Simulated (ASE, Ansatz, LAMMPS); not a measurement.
# Building (10,10) graphene nanotube bundle (120 atoms)

The cell is an input for a DFT calculation. Recipe: graphene sheet (a = 2.46 Å) rolled into a (10,10) tube of diameter 13.56 Å, 3 periods, hexagonal bundle with 3.3 Å between walls; not relaxed, displaced by a Gaussian of 0.02 Å.

The cell that is wanted:

The cell holds 120 atoms: 120 C. Cell: a = 16.863 Å, b = 16.863 Å, c = 7.380 Å, α = 90.0°, β = 90.0°, γ = 120.0°. It derives from C (graphene).

```
C
1.0
    16.86269    0.00000    0.00000
    -8.43135   14.60352    0.00000
     0.00000    0.00000    7.38000
C
120
Cartesian
  6.7431 0.6851 1.2464
  6.6431 1.4193 7.3760
  6.1698 2.7465 0.0201
  5.8922 3.3747 1.2124
  5.0466 4.5453 1.2466
  4.5218 5.0293 2.4627
  3.3698 5.8528 0.0066
  2.7485 6.1640 1.2302
  1.3981 6.6166 1.2390
  0.7098 6.7464 2.4657
  -0.7189 6.7470 0.0038
  -1.4236 6.6506 1.2590
  -2.7517 6.2097 1.2350
  13.4652 5.8586 2.4558
  12.3265 5.0408 2.4719
  11.8143 4.5401 1.2604
  10.9981 3.4241 1.2218
  10.6387 2.7510 2.4389
  10.2276 1.4054 2.4472
  10.0881 0.7462 1.2033
  1.6788 13.9266 1.1956
  1.7958 13.1705 7.3614
  2.2378 11.8543 2.4936
  2.5618 11.2102 1.2356
  3.4106 10.0773 1.2401
  3.8888 9.5579 2.4440
  5.0187 8.7218 2.4419
  5.6740 8.4154 1.2628
  7.0156 7.9320 1.2277
  7.7040 7.8533 2.4549
  9.1085 7.8763 2.4606
  9.8771 7.9668 1.2283
  11.1873 8.4173 1.2584
  11.8005 8.7136 2.4760
  -3.8825 9.5890 2.4513
  -3.4062 10.0757 1.1979
  -2.5746 11.2091 1.2611
  -2.2112 11.8382 2.4978
  -1.8033 13.1788 0.0218
  -1.6651 13.8545 1.2116
  6.7361 0.7020 3.7169
  6.6421 1.4383 2.4427
  6.2013 2.7415 2.4448
  5.8874 3.4194 3.6561
  5.0267 4.5080 3.6811
  4.5266 5.0373 4.9082
  3.4008 5.8897 2.4600
  2.7447 6.2144 3.6874
  1.3634 6.6167 3.7312
  0.7010 6.7445 4.9021
  -0.6998 6.7410 2.4409
  -1.3961 6.6350 3.6708
  -2.7412 6.2045 3.6752
  -3.3749 5.8709 4.8848
  12.3151 5.0276 4.9098
  11.7852 4.5430 3.6903
  11.0012 3.3787 3.7058
  10.6960 2.7233 4.8738
  10.2165 1.3919 4.9348
  10.1016 0.7150 3.6688
  1.6991 13.8985 3.7337
  1.8034 13.1655 2.4820
  2.2152 11.8716 4.9080
  2.5548 11.2002 3.6806
  3.3766 10.0653 3.6648
  3.8902 9.5831 4.9148
  5.0435 8.7364 4.9381
  5.6958 8.4039 3.6668
  7.0169 7.9396 3.6992
  7.7089 7.8560 4.9152
  9.1495 7.8806 4.9054
  9.8438 7.9642 3.7157
  11.1589 8.4037 3.7256
  -5.0391 8.7300 4.8985
  -3.8906 9.5438 4.9397
  -3.3947 10.0553 3.7006
  -2.5774 11.2162 3.7020
  -2.2631 11.8487 4.8994
  -1.8227 13.1709 2.4646
  -1.6874 13.9118 3.6805
  6.7477 0.7537 6.1918
  6.6351 1.3879 4.9337
  6.1802 2.7624 4.9063
  5.8793 3.3753 6.1386
  5.0313 4.5364 6.1049
  4.5367 5.0411 7.3717
  3.3714 5.8959 4.9152
  2.7669 6.1938 6.1842
  1.4195 6.6163 6.1427
  0.7367 6.7568 7.3728
  -0.7157 6.7530 4.9140
  -1.3868 6.6151 6.1416
  -2.7210 6.1738 6.1144
  13.4542 5.8443 7.3501
  12.3499 5.0324 7.3768
  11.8117 4.5713 6.1348
  11.0024 3.3527 6.1497
  10.6705 2.7945 7.3770
  10.2610 1.4275 0.0092
  10.1408 0.7391 6.1371
  1.6643 13.9024 6.1266
  1.8137 13.2109 4.9107
  2.2297 11.8753 7.3652
  2.5642 11.1961 6.1655
  3.3810 10.0475 6.1548
  3.8730 9.5992 7.3759
  5.0299 8.7161 7.3302
  5.6119 8.3888 6.1641
  7.0500 7.9753 6.1509
  7.7206 7.8526 7.3682
  9.1366 7.8522 0.0362
  9.8766 7.9883 6.1560
  11.1700 8.4070 6.1881
  -5.0285 8.7220 7.3677
  -3.8688 9.5510 0.0373
  -3.3689 10.0249 6.1179
  -2.5458 11.2051 6.1112
  -2.2470 11.8762 0.0176
  -1.8120 13.2003 4.9146
  -1.7054 13.8890 6.1604
```

Q: Which script makes it?

build.py (ASE 3.29.0):

```python
import numpy as np
from ase import Atoms
from ase.build import make_supercell

u = Atoms(['C', 'C'], cell=[2.46, 2.46, 1, 90, 90, 120], pbc=True,
          scaled_positions=[[1/3, 2/3, 0], [2/3, 1/3, 0]])  # z in A
walls = []
for M in [[[20, 10], [0, 1]]]:  # rows: circumference, axis
    s = make_supercell(u, [M[0] + [0], M[1] + [0], [0, 0, 1]], wrap=False)
    f = s.get_scaled_positions(wrap=False); R = s.cell.lengths()[0] / (2 * np.pi) + s.positions[:, 2]; T = s.cell.lengths()[1]
    walls.append(Atoms(s.symbols, np.c_[R * np.cos(2 * np.pi * f[:, 0]), R * np.sin(2 * np.pi * f[:, 0]), f[:, 1] % 1 * T], tags=[len(walls)] * len(s)))
atoms = sum(walls[1:], walls[0])
D = 2 * R.max() + 3.3
atoms.set_cell([D, D, T, 90, 90, 120]); atoms.pbc = True
atoms = atoms.repeat([1, 1, 3])
atoms.rattle(0.02, seed=50168)
atoms.wrap()
atoms.write('structure.xyz')
print(atoms.get_chemical_formula(), len(atoms), 'atoms; cell', atoms.cell.cellpar().round(3))
```

```console
$ python build.py
C120 120 atoms; cell [ 16.863  16.863   7.38   90.     90.    120.   ]
```

Bonds by pair of elements; cutoffs follow the first minimum of g(r), held within bounds set by covalent radii, and pairs that aren't listed don't count as bonded:

```tsv
pair A-B	cutoff (Å)	bonds	mean length (Å)	spread (Å)	shortest (Å)	B about A	A about B
C-C	1.85	180	1.42	0.029	1.34	3	3
```

How many atoms have how many bonded neighbours:

```tsv
element	mean	3
C	3	120
```

[Logs are printed without paths, hosts, clocks, repeated set-up lines and the standing remarks that a program may print on its own settings, such as how far it seeks lower states.]

[Hosts, paths, dates, database ids (printed as entryN), source tags and the programs' standing remarks are cut or masked in the printed files.]
